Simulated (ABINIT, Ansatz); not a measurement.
Planning a run of ABINIT 10.8.3 on SnO2 (Cassiterite). The input:

```
acell 3*1.0 Angstrom
rprim 
  4.738000000000 0.000000000000 0.000000000000
  0.000000000000 4.738000000000 0.000000000000
  0.000000000000 0.000000000000 3.186500000000
ntypat 2
znucl 50 8
natom 6
typat 1 1 2 2 2 2
xred 
  0.000000000000 0.000000000000 0.000000000000
  0.500000000000 0.500000000000 0.500000000000
  0.307100000000 0.307100000000 0.000000000000
  0.192900000000 0.807100000000 0.500000000000
  0.692900000000 0.692900000000 0.000000000000
  0.807100000000 0.192900000000 0.500000000000
pp_dirpath "pseudos"
pseudos "Sn.upf, O.upf"
ecut 42
ngkpt 4 4 4
nshiftk 1
shiftk 0 0 0
kptopt 1
chksymbreak 0
istwfk *1
occopt 1
irdwfk 1
optdriver 3
nband 121
ecuteps 5.2
inclvkb 2
awtr 1
symchi 1
gwcalctyp 2
nfreqre 16
freqremax 40 eV
nfreqim 8
spmeth 1
nomegasf 120
indata_prefix "in"
outdata_prefix "out"
tmpdata_prefix "tmp"
```

```sh
OMP_NUM_THREADS=1 mpirun -n 8 abinit run.abi > log
```

Q: Estimate wall time and host memory on 8 MPI ranks of Arm Neoverse V1, shared host.

It took 5 min; on shared hardware allow 2.5 min to 9.9 min. Peak host memory was 5.8 GiB.

[Paths, hosts, dates, memory and timing lines, banners, echoed tables and standing remarks are left out of the program output.]

[Logs are printed without paths, hosts, clocks, repeated set-up lines and the standing remarks that a program may print on its own settings, such as how far it seeks lower states.]

[Runs of the session that timed out or met a known fault of the program may be left out.]

[Hosts, paths, dates, database ids (printed as entryN), source tags and the programs' standing remarks are cut or masked in the printed files.]

[G0W0 gaps are taken among the corrected bands and points alone; a level outside them can change the order at an edge.]

[Where Ansatz stands beside ABINIT at settings called matched, ABINIT's density can come from a denser mesh and the files from another edition; pairs whose starting gaps differed by over 0.03 eV were left out, so agreement reads better than it is.]
